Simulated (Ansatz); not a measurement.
# PtC (model cell, started as wurtzite): following an unstable mode, part 2 of 2

Which phase does PtC (model cell, started as wurtzite) fall into along its unstable mode, and how much energy does it gain?

Ansatz 0.2.0; DFT LDA, scalar-relativistic, plane waves, PAW.

So far, highest frequency on the path or at a solved wavevector (cm⁻¹): step 2 (phonons on a q mesh) 645. Also lowest frequency on the path (cm⁻¹): step 2 -94.5.

The structure was built from a prototype and need not be the compound's stable phase.

## Step 4: The mode frozen in, largest atomic shift 0.14 Å

The atoms are moved along the unstable eigenvector, the largest shift by 0.14 Å, with the cell fixed.

The input, input.yaml:

```yaml
crystal:
  lattice:
    - [4.7380418755, 2.7355097523, 0.0]
    - [0.0, 5.4710195045, 0.0]
    - [0.0, 0.0, 5.7777226655]
  atoms:
    - { symbol: Pt, position: [0.0032829648, 0.3215088409, 0.0073870999] }
    - { symbol: Pt, position: [0.3418744104, 0.6699504542, 0.0073871486] }
    - { symbol: Pt, position: [0.6548420052, 1.0085404667, 0.0073872752] }
    - { symbol: Pt, position: [0.3333333605, 1.0000000056, 0.4946687947] }
    - { symbol: Pt, position: [0.6666666477, 0.3333333069, 0.5029615395] }
    - { symbol: Pt, position: [0.9999999918, 0.6666666875, 0.524530728] }
    - { symbol: C, position: [-0.0029668807, 0.3440192201, 0.3676128164] }
    - { symbol: C, position: [0.3256147154, 0.6636991164, 0.3676128223] }
    - { symbol: C, position: [0.6773527253, 0.9922818788, 0.3676128377] }
    - { symbol: C, position: [0.3333332122, 1.0000000777, 0.8496364434] }
    - { symbol: C, position: [0.6666666621, 0.333333398, 0.861357555] }
    - { symbol: C, position: [1.0000001257, 0.6666665243, 0.8918438258] }
kpoints:
  mp_grid: { grid: [9, 9, 6] }
hamiltonian:
  xc: lda
scf:
  occupations: { method: methfessel_paxton, width: 0.15 }
output:
  forces: true
  stress: true
  eigenvalues: true
```

The run is started by

```console
ansatz run input.yaml --threads 4 --pin off --max-ram 7168MiB --backend cpu --events-out ev --progress --plain --runs-dir out
```

Numbers of over 12 decimals in the logs are rounded to 6 here.

Output:

```text
[...]
k-point 0: bands = [... 62 lower, 15.1283, 17.0319, 17.0528, 17.0528, 17.2391, 17.7625, 17.8372, 17.8372, ... 10 higher]
  k-point 1: bands = [... 62 lower, 15.3644, 16.6567, 16.6609, 16.7032, 16.7131, 17.8220, 17.8342, 18.1404, ... 10 higher]
  k-point 2: bands = [... 62 lower, 15.8907, 15.9904, 16.1067, 16.1098, 16.2095, 17.3683, 17.3760, 18.4070, ... 10 higher]
  k-point 87: bands = [... 62 lower, 14.9233, 16.5929, 16.6797, 16.9809, 18.1441, 18.1660, 18.2150, 18.2947, ... 10 higher]
[key lines of the parts left out:]
SCF converged after 7 iterations
Free energy (F): -74916.473342 eV
Fermi energy:    16.998507 eV
P = ⅓ Tr σ = -0.7875 GPa (-7.875 kbar)
```

Wall time 12 s (4 threads of Intel Xeon Platinum 8488C (Sapphire Rapids), shared host); peak memory 1.1 GiB.

This step gave:

- pressure: -0.7875 GPa
- energy from the undistorted cell: -0.094 meV/atom

The energy, extrapolated to zero smearing, is -0.09 meV/atom against the undistorted cell.

The run ends at a pressure of -0.79 GPa, with forces up to 0.14 eV/Å.

## Step 5: Energy along the mode, all amplitudes (two of the runs are shown above)

An imaginary frequency means negative curvature, so the energy should fall and then rise again as anharmonic terms take over.

Numbers from this step:

```
depth at the lowest point sampled  : 0.094 meV/atom
largest atomic shift at that point : 0.14 Å
```

Table of energy from the parent by largest shift of an atom, one sign:

| largest shift of an atom, one sign (Å) | energy from the parent (meV/atom) |
| --- | --- |
| 0.000 | 0 |
| 0.040 | -0.014 |
| 0.080 | -0.061 |
| 0.140 | -0.094 |
| 0.220 | 1.19 |
| 0.320 | 9.46 |

Displacement at unit largest shift by atom:

| atom | x (Å) | y (Å) | z (Å) | size |
| --- | --- | --- | --- | --- |
| Pt1 | 0.11 | -0.40 | 0.00 | 0.41 |
| Pt2 | 0.29 | 0.29 | 0.00 | 0.41 |
| Pt3 | -0.40 | 0.10 | 0.00 | 0.41 |
| Pt4 | 0.00 | 0.00 | -0.53 | 0.53 |
| Pt5 | 0.00 | 0.00 | -0.18 | 0.18 |
| Pt6 | 0.00 | 0.00 | 0.71 | 0.71 |
| C7 | -0.10 | 0.36 | 0.00 | 0.37 |
| C8 | -0.26 | -0.27 | 0.00 | 0.37 |
| C9 | 0.36 | -0.09 | 0.00 | 0.37 |
| C10 | 0.00 | 0.00 | -0.74 | 0.74 |
| C11 | 0.00 | 0.00 | -0.26 | 0.26 |
| C12 | 0.00 | 0.00 | 1.00 | 1.00 |

The lowest of the steps tried is at 0.14 Å, 0.094 meV/atom below the parent; the bottom of the well need not coincide with a step.

## Step 6: Relaxing from the distorted cell

Starting from the lowest point found, all atoms and the cell are let go, so that strain and other modes of the same symmetry can join in.

Edit input.yaml of step 4 so:

```diff
@@ -28 +28,6 @@
   eigenvalues: true
+relax:
+  adjacent_minimum: "off"
+  f_tol: 0.002
+  max_steps: 120
+  cell: { stress_tol: 0.03 }
```

Output:

```text
[...]
Crystal: 12 atoms, lattice volume = 149.770 Å³
Basis set: ecut = 420 eV, 2893 PW (Γ)
Bands: 80, of which v1, the nominal top of the filled ones, is band 66 counted from 1 (65 counted from 0)
Symmetry: 3 space group operations
[...]
k-points: 88 of 486 (time reversal used)
[...]
SCF iter   1: F=—  HF=-74916.516266 eV  |F-HF|=—  |Δ(HF+E_count)|=         —  Δρ=1.10e-2  dr2=1.26e-1  ethr=1.77e-3  ⟨swp⟩=5.4  Hψ=24854  notcnv=0
[...]
SCF iter   7: F=-74916.473342 eV  HF=-74916.473342 eV  |F-HF|=9.55e-9  |Δ(HF+E_count)|=   2.60e-8  S|Δr|=    0.00e0  Δρ=3.46e-6  dr2=2.34e-8  ethr=7.58e-11  ⟨swp⟩=8.5  Hψ=25869  notcnv=0
SCF 1 converged in 7 iterations: F = -74916.473342 eV  dr2 = 2.34e-8
[...]
relax step   1: F+E_penalty+E_count = -74916.47334207 eV  Δ(F+E_penalty+E_count) = +0.000e0 eV  max|allowed force component| = 1.403e-1 eV/Å  Δτ_max = 0.0000 Å  P = -0.788 GPa  Ω = 149.770 Å³  (7 SCF iters, dr2 threshold 1.00e-7 eV, accepted)
Crystal: 12 atoms, lattice volume = 149.333 Å³
[...]
SCF iter   5: F=-74916.479037 eV  HF=-74916.479037 eV  |F-HF|=1.05e-7  |Δ(HF+E_count)|=   1.73e-7  S|Δr|=    0.00e0  Δρ=6.27e-6  dr2=1.51e-7  ethr=9.09e-10  ⟨swp⟩=4.7  Hψ=22078  notcnv=0
SCF 2 converged in 5 iterations: F = -74916.479037 eV  dr2 = 1.51e-7
relax step   2: F+E_penalty+E_count = -74916.47903670 eV  Δ(F+E_penalty+E_count) = -5.695e-3 eV  max|allowed force component| = 5.833e-2 eV/Å  Δτ_max = 0.0082 Å  P = +0.031 GPa  Ω = 149.333 Å³  energy of the carried Pulay correction = +7.924e-4 eV  (5 SCF iters, dr2 threshold 1.20e-6 eV, accepted)
Crystal: 12 atoms, lattice volume = 149.347 Å³
[...]
SCF iter   5: F=-74916.480042 eV  HF=-74916.480042 eV  |F-HF|=8.63e-8  |Δ(HF+E_count)|=   2.61e-7  S|Δr|=    0.00e0  Δρ=5.24e-6  dr2=1.22e-7  ethr=1.61e-10  ⟨swp⟩=4.7  Hψ=23614  notcnv=0
SCF 3 converged in 5 iterations: F = -74916.480042 eV  dr2 = 1.22e-7
relax step   3: F+E_penalty+E_count = -74916.48004218 eV  Δ(F+E_penalty+E_count) = -1.005e-3 eV  max|allowed force component| = 4.250e-2 eV/Å  Δτ_max = 0.0067 Å  P = +0.019 GPa  Ω = 149.347 Å³  energy of the carried Pulay correction = +7.669e-4 eV  (5 SCF iters, dr2 threshold 2.13e-7 eV, accepted)
[... from here on, the SCF cycles and remarks between the steps are left out ...]
relax step   4: F+E_penalty+E_count = -74916.48086265 eV  Δ(F+E_penalty+E_count) = -8.205e-4 eV  max|allowed force component| = 5.112e-2 eV/Å  Δτ_max = 0.0125 Å  P = -0.007 GPa  Ω = 149.336 Å³  energy of the carried Pulay correction = +7.865e-4 eV  (6 SCF iters, dr2 threshold 1.13e-7 eV, accepted)
relax step   5: F+E_penalty+E_count = -74916.48964565 eV  Δ(F+E_penalty+E_count) = -8.783e-3 eV  max|allowed force component| = 3.652e-2 eV/Å  Δτ_max = 0.1121 Å  P = +0.005 GPa  Ω = 148.926 Å³  energy of the carried Pulay correction = +1.531e-3 eV  (7 SCF iters, dr2 threshold 1.63e-7 eV, accepted)
relax step   6: F+E_penalty+E_count = -74916.36953306 eV  Δ(F+E_penalty+E_count) = +1.201e-1 eV  max|allowed force component| = 5.739e-1 eV/Å  Δτ_max = 0.1959 Å  P = -1.606 GPa  Ω = 148.389 Å³  energy of the carried Pulay correction = +2.510e-3 eV  (8 SCF iters, dr2 threshold 8.34e-8 eV, rejected (line search))
relax step   7: F+E_penalty+E_count = -74916.49054840 eV  Δ(F+E_penalty+E_count) = -9.028e-4 eV  max|allowed force component| = 1.780e-2 eV/Å  Δτ_max = 0.0167 Å  P = +0.003 GPa  Ω = 148.839 Å³  energy of the carried Pulay correction = +1.690e-3 eV  (11 SCF iters, accepted)
relax step   8: F+E_penalty+E_count = -74916.49062378 eV  Δ(F+E_penalty+E_count) = -7.538e-5 eV  max|allowed force component| = 5.103e-2 eV/Å  Δτ_max = 0.0142 Å  P = -0.047 GPa  Ω = 148.755 Å³  energy of the carried Pulay correction = +1.844e-3 eV  (6 SCF iters, dr2 threshold 1.98e-8 eV, rejected (line search))
relax step   9: F+E_penalty+E_count = -74916.49076838 eV  Δ(F+E_penalty+E_count) = -2.200e-4 eV  max|allowed force component| = 2.060e-3 eV/Å  Δτ_max = 0.0067 Å  P = +0.007 GPa  Ω = 148.784 Å³  energy of the carried Pulay correction = +1.791e-3 eV  (8 SCF iters, accepted)
relax step  10: F+E_penalty+E_count = -74916.49077548 eV  Δ(F+E_penalty+E_count) = -7.098e-6 eV  max|allowed force component| = 1.633e-4 eV/Å  Δτ_max = 0.0014 Å  P = -0.002 GPa  Ω = 148.782 Å³  energy of the carried Pulay correction = +1.795e-3 eV  (6 SCF iters, dr2 threshold 2.65e-10 eV, accepted)
[...]
SCF iter   5: F=-74916.489041 eV  HF=-74916.489041 eV  |F-HF|=0.00e0  |Δ(HF+E_count)|=  1.46e-11  S|Δr|=    0.00e0  Δρ=3.16e-8  dr2=1.88e-12  ethr=1.00e-12  ⟨swp⟩=5.2  Hψ=20704  notcnv=0
SCF 11 converged in 5 iterations: F = -74916.489041 eV  dr2 = 1.88e-12
relax step  11: F+E_penalty+E_count = -74916.48904064 eV  Δ(F+E_penalty+E_count) = +1.735e-3 eV  max|allowed force component| = 2.949e-4 eV/Å  Δτ_max = 0.0000 Å  P = -0.014 GPa  Ω = 148.782 Å³  stress off target by 1.74e-2 GPa  SCF on the basis re-selected at this cell (its energy is not comparable with the rows above)  (5 SCF iters)
basis re-selected at this cell: Δ(F+E_penalty+E_count) = +1.735e-3 eV, ΔP = -0.012 GPa vs the last step (what re-selecting the basis moved, of the pressure what is left beyond the Pulay correction that the steps carried, after the strain that the cell walked since its last selection, with what the two solves' SCF thresholds leave and, on support functions, any second-order correction that the steps lacked; it is no m [...]
SCF converged after 5 iterations
[...]
Free energy (F): -74916.489041 eV
[...]
Internal energy: -74916.486684 eV  (E = F + TS)
E sigma→0 (E₀):  -74916.488451 eV
Entropy (-TS):   -0.002357 eV (-0.196 meV/atom)
Fermi energy:    17.093581 eV
[...]
--- Forces (eV/Å), atoms counted from 1 ---
  atom   1  Pt    -0.00010500     0.00010155    -0.00002908
  atom   2  Pt    -0.00003544    -0.00014170    -0.00002908
  atom   3  Pt     0.00014044     0.00004016    -0.00002908
  atom   4  Pt     0.00000000     0.00000000    -0.00015278
  atom   5  Pt     0.00000000     0.00000000    -0.00005874
  atom   6  Pt     0.00000000    -0.00000000    -0.00020403
  atom   7  C     -0.00003512     0.00000251     0.00004855
  atom   8  C      0.00001539    -0.00003167     0.00004855
  atom   9  C      0.00001974     0.00002916     0.00004855
  atom  10  C     -0.00000000    -0.00000000    -0.00008246
  atom  11  C     -0.00000000     0.00000000     0.00029461
  atom  12  C     -0.00000000     0.00000000     0.00014197
  max |Σ_I F_I| component: 3.02e-6 eV/Å
--- Stress (GPa, compression-positive) ---
       -0.012047       0.000000      -0.000000
       -0.000000      -0.012047       0.000000
       -0.000000       0.000000      -0.017404
  P = ⅓ Tr σ = -0.0138 GPa (-0.138 kbar)
--- Band table (eV; the first three rows and the last of 88) ---
  k-point 0: bands = [... 62 lower, 15.2559, 17.1460, 17.1461, 17.1461, 17.3809, 17.8123, 17.8929, 17.8929, ... 10 higher]
  k-point 1: bands = [... 62 lower, 15.4960, 16.7587, 16.7587, 16.7932, 16.8714, 17.9246, 17.9248, 18.2277, ... 10 higher]
  k-point 2: bands = [... 62 lower, 15.8580, 16.2892, 16.2892, 16.2965, 16.3282, 17.5269, 17.5270, 18.4677, ... 10 higher]
  k-point 87: bands = [... 62 lower, 15.1704, 16.5632, 16.9958, 16.9963, 18.2180, 18.2180, 18.4375, 18.5201, ... 10 higher]
--- Relaxed structure (10 steps of the walk, 8 accepted, 1 SCFs on fresh bases) ---
  F+E_penalty+E_count = -74916.48904064 eV   max|allowed force component| = 2.949e-4 eV/Å   (the final SCF, on the basis selected at the relaxed cell)
  cell:  # Å, volume = 148.7817 Å³
    - [4.734633, 2.733542, -2.0638683537612152e-18]
    - [-2.8846836278676597e-11, 5.467083, 0]
    - [-2.5167483275811753e-18, 0, 5.747876]
  atoms:
    - { symbol: Pt, position: [0.018021, 0.315302, 0.0086261] }
    - { symbol: Pt, position: [0.333344, 0.684688, 0.0086261] }
    - { symbol: Pt, position: [0.648635, 1.000010, 0.0086261] }
    - { symbol: Pt, position: [0.333333, 1.0, 0.477317] }
    - { symbol: Pt, position: [0.666667, 0.333333, 0.521195] }
    - { symbol: Pt, position: [1.000000, 0.666667, 0.521233] }
    - { symbol: C, position: [-0.014316, 0.347664, 0.366915] }
    - { symbol: C, position: [0.333319, 0.652350, 0.366915] }
    - { symbol: C, position: [0.680997, 0.999986, 0.366915] }
    - { symbol: C, position: [0.333333, 1.0, 0.828077] }
    - { symbol: C, position: [0.666667, 0.333333, 0.887752] }
    - { symbol: C, position: [1.000000, 0.666667, 0.887802] }
```

Wall time 2.6 min (4 threads); peak memory 1.2 GiB.

Step by step:

| step | energy less that of the first step (eV) | largest force component (eV/Å) | pressure (GPa) | volume (Å³) |
| --- | --- | --- | --- | --- |
| 1 | 0.0000 | 0.1403 | -0.79 | 149.77 |
| 2 | -0.0057 | 0.0583 | 0.03 | 149.33 |
| 3 | -0.0067 | 0.0425 | 0.02 | 149.35 |
| 4 | -0.0075 | 0.0511 | -0.01 | 149.34 |
| 5 | -0.0163 | 0.0365 | 0.00 | 148.93 |
| 6 | 0.1038 | 0.5739 | -1.61 | 148.39 |
| 7 | -0.0172 | 0.0178 | 0.00 | 148.84 |
| 8 | -0.0173 | 0.0510 | -0.05 | 148.75 |
| 9 | -0.0174 | 0.0021 | 0.01 | 148.78 |
| 10 | -0.0174 | 0.0002 | 0.00 | 148.78 |
| 11* | -0.0157 | 0.0003 | -0.01 | 148.78 |

Relaxation steps marked * repeat the geometry before them on a plane-wave basis chosen anew for their cell, so energy and pressure can jump there. Relaxation steps 6, 8 were tried and not accepted.

The run keeps the 3 symmetry operations that it works with, so distortions that break them were not tested.

| cell as run | before | after | change |
| --- | --- | --- | --- |
| a (Å) | 5.471 | 5.467 | -0.1 % |
| b (Å) | 5.471 | 5.467 | -0.1 % |
| c (Å) | 5.778 | 5.748 | -0.5 % |
| volume (Å³/atom) | 12.48 | 12.40 | -0.7 % |

The atoms that moved most (Å, as changes of fractional coordinates times the final cell):

| atom | dx | dy | dz | length |
| --- | --- | --- | --- | --- |
| C11 | 0.000 | 0.000 | 0.152 | 0.152 |
| C10 | 0.000 | 0.000 | -0.124 | 0.124 |
| Pt5 | 0.000 | 0.000 | 0.105 | 0.105 |
| Pt4 | 0.000 | 0.000 | -0.100 | 0.100 |
| Pt1 | 0.070 | 0.006 | 0.007 | 0.070 |
| Pt2 | -0.040 | 0.057 | 0.007 | 0.070 |
| Pt3 | -0.029 | -0.064 | 0.007 | 0.070 |
| C7 | -0.054 | -0.011 | -0.004 | 0.055 |

The relaxed structure:

```xyz
12
Lattice="4.7346 2.7335 0.0000 0.0000 5.4671 0.0000 0.0000 0.0000 5.7479" Properties=species:S:1:pos:R:3 pbc="T T T"
Pt    0.0853    1.7730    0.0496
Pt    1.5783    4.6545    0.0496
Pt    3.0710    7.2402    0.0496
Pt    1.5782    6.3783    2.7436
Pt    3.1564    3.6447    2.9958
Pt    4.7346    6.3783    2.9960
C    -0.0678    1.8616    2.1090
C     1.5781    4.4776    2.1090
C     3.2243    7.3285    2.1090
C     1.5782    6.3783    4.7597
C     3.1564    3.6447    5.1027
C     4.7346    6.3783    5.1030
```

Numbers from this step:

```yaml
pressure: -0.01383 GPa
volume_per_atom: 12.40 Å³
```

The distorted start has space group P3; the relaxation ends in P31m.

## Step 7: Outcome

| Quantity | Value |
| --- | --- |
| unstable mode of the parent | q = (0.333, 0.333, 0), 36i cm⁻¹ |
| depth at the lowest point sampled | 0.094 meV/atom |
| largest atomic shift at that point | 0.14 Å |
| space group reached (within 0.01 Å) | P31m |
| energy gained over the parent (first relaxation, on the mesh of the frozen mode) | 1.42 meV/atom |
| volume per atom, phase reached | 12.4 Å³ |

**Reading.** Along this mode the structure falls into P31m, 1.42 meV/atom below the parent. At the parent's cell the well is 0.094 meV/atom deep on the steps tried, with its lowest point at a shift of 0.14 Å. Relaxing atoms and cell changes the gain by +1.33 meV/atom against the lowest step (energies at zero smearing). Most of the total comes from this relaxation. The modes of the phase reached were not computed on this path. How so shallow a well moves with the k mesh was not tested. Of the 4 patterns followed to their end from this parent, this one ends 17.4 meV/atom above the lowest, Cmc2_1. Another end point lies within 1 meV/atom; how such a difference moves with mesh and cutoff was not tested. Each path keeps the symmetry of its pattern, so a lower phase may lie along a pattern not tried. With no gap, or one that is small against the smearing, the frequencies hang on the k mesh and the smearing, most of all near Kohn anomalies. Spin-orbit coupling is left out, which can matter for the heavy elements here. A phonon run warned that its eigensolver left some bands unconverged in a pass. The starting cell was built on a prototype and not taken from a measurement, so the phase need not exist.

[Logs are printed without paths, hosts, clocks, repeated set-up lines and the standing remarks that a program may print on its own settings, such as how far it seeks lower states.]

[Hosts, paths, dates, database ids (printed as entryN), source tags and the programs' standing remarks are cut or masked in the printed files.]
